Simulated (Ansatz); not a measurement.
## Cs on Ti(0001): change of the work function: cost of one run

Ansatz 0.2.0; plane-wave DFT, PBE, Ansatz PAW. The cell holds 37 atoms.

The input, input.yaml:

```yaml
crystal:
  lattice:
    - [8.8500000001, 0.0, 0.0]
    - [4.425, 7.6643248235, 0.0]
    - [0.0, 0.0, 28.7179552889]
  atoms:
    - { symbol: Ti, position: [0.2222222222, 0.2222222222, 0.3133927854] }
    - { symbol: Ti, position: [0.0, 0.0, 0.3949549989] }
    - { symbol: Ti, position: [0.2222222222, 0.2222222222, 0.4788852066] }
[... 28 atom lines left out ...]
    - { symbol: Ti, position: [0.6666666667, 0.3333333333, 0.5544015468] }
    - { symbol: Ti, position: [0.8888888889, 0.8888888889, 0.3133927854] }
    - { symbol: Ti, position: [0.6666666667, 0.6666666667, 0.3949549989] }
    - { symbol: Ti, position: [0.8888888889, 0.8888888889, 0.4788852066] }
    - { symbol: Ti, position: [0.6666666667, 0.6666666667, 0.5544015468] }
    - { symbol: Cs, position: [0.1111111111, 0.1111111111, 0.6866072146] }
kpoints:
  mp_grid: { grid: [4, 4, 1] }
hamiltonian:
  xc: pbe
scf:
  occupations: { method: fermi_dirac, width: 0.1 }
  convergence: { dr2_threshold: 1.0e-08 }
efield:
  axis: 3
  dipole_correction: true
  ramp_position: 0.97
  ramp_width: 0.06
relax:
  f_tol: 0.02
  max_steps: 60
  constraints:
    - { sites: [0, 1, 4, 5, 8, 9, 12, 13, 16, 17, 20, 21, 24, 25, 28, 29, 32, 33] }
output:
  write_potential: true
  write_density: true
  volumetric_format: npy
```

Run with:

```bash
> ansatz run input.yaml --threads 4 --pin off --max-ram 16384MiB --backend cpu --events-out ev --progress --plain --runs-dir out
```

The cutoff in use is 420 eV. For reference, a run of the same kind (17 atoms, 7 k-points, 121 bands and 16,775 plane waves; 46 SCF cycles) took 1.8 min and 2.6 GiB on the same hardware.

What time and memory should one allow on 4 threads of Arm Neoverse V2, shared host?

A cutoff of 420 eV is a sphere of radius 10.5 Å⁻¹, so a cell of 1948 Å³ holds about V·G³/6π² = 38,069 plane waves. At two electrons a band, the 441 electrons need 221 bands, and 44 more are carried. Symmetry cuts the 4×4×1 mesh from 16 to 4 points. The run has 4 k-points, 265 bands and 38,093 plane waves. Taking the work of a cycle as k-points × spins × bands × plane waves, that is 2.8 times the reference, or 5.1 min at the reference's 46 cycles. The run needed 37 SCF cycles over 4 ionic steps, which makes it about 4.1 min. One copy of the wavefunctions takes 0.6 GiB at 16 bytes a coefficient, against 0.21 GiB in the reference; grids, projectors and work arrays come on top. Measured: about 7.3 min, with a peak of 8.4 GiB. The run took longer than the estimate, which leaves out the steps that grow as the square of the band count.

[Logs are printed without paths, hosts, clocks, repeated set-up lines and the standing remarks that a program may print on its own settings, such as how far it seeks lower states.]

[Hosts, paths, dates, database ids (printed as entryN), source tags and the programs' standing remarks are cut or masked in the printed files.]

[Maps of the electrostatic potential energy from Ansatz leave out the sawtooth potential of an applied field or a dipole correction, so their vacuum need not be flat; planar profiles and work functions include it.]
